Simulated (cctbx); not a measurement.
# Ba3Tl2S5F2: precision against data quality

Space group I4/mmm (no. 139), a = 4.8010 Å, b = 4.8010 Å, c = 26.4580 Å, α = 90.00°, β = 90.00°, γ = 90.00°.

```csv
atom,mult.,x,y,z,Ueq (Å²)
Tl1,4,0,0,0.0914,0.0074
Ba1,4,0,0,0.3233,0.0073
Ba2,2,1/2,1/2,0,0.0063
S1,8,0,1/2,0.3941,0.0132
S2,2,0,0,0,0.0133
F1,4,1/2,1/2,0.2974,0.0154
```

This is a model crystal, built by substitution and not relaxed, with assumed displacement parameters.

Five simulated data sets (cctbx; Mo Kα, λ = 0.71073 Å; 3 % proportional error) differ in resolution or exposure (noise floor 4 counts in the first three, 8 in the last two). Each is refined with the right model, isotropic at 1.1 Å and anisotropic otherwise. How do the figures of merit and the uncertainties move?

| d min (Å) | top counts | ⟨I/σ⟩ (unmerged, absences included) | unique | param. (scale apart) | Rint | R1 | GooF | largest s.u. xyz (fractional) | s.u. U of F1 (Å²) | largest error (Å) |
| --- | --- | --- | --- | --- | --- | --- | --- | --- | --- | --- |
| 1.1 | 5000 | 5.7 | 104 | 10 | 0.035 | 0.0145 | 0.96 | 0.00035 | 0.0024 | 0.0032 |
| 0.84 | 5000 | 5.1 | 205 | 17 | 0.042 | 0.0159 | 1.01 | 0.00030 | 0.0022 | 0.0069 |
| 0.6 | 5000 | 4.0 | 497 | 17 | 0.053 | 0.0167 | 0.92 | 0.00020 | 0.0012 | 0.0026 |
| 0.75 | 300 | 0.8 | 276 | 17 | 0.336 | 0.0579 | 0.90 | 0.00317 | 0.0136 | 0.0452 |
| 0.75 | 3000 | 3.4 | 276 | 17 | 0.066 | 0.0212 | 0.90 | 0.00042 | 0.0026 | 0.0095 |

The number of reflections grows roughly as 1/d³: 104, 205 and 497 here. R1 follows the noise rather than the truth: at 300 counts it is 0.0579, at 3000 counts 0.0212, while GooF is 0.90 and 0.90: the weights 1/σ² carry the noise. The s.u. of U (U11 where anisotropic) for F1 goes 0.0024, 0.0022, 0.0012 Å² with resolution and 0.0136, 0.0026 Å² with exposure.

Hardware for the 0.6 Å refinement: 0.65 s on 1 thread of Arm Neoverse N1, with other jobs on the host, peak memory 0.09 GiB.

[Logs are printed without paths, hosts, clocks, repeated set-up lines and the standing remarks that a program may print on its own settings, such as how far it seeks lower states.]
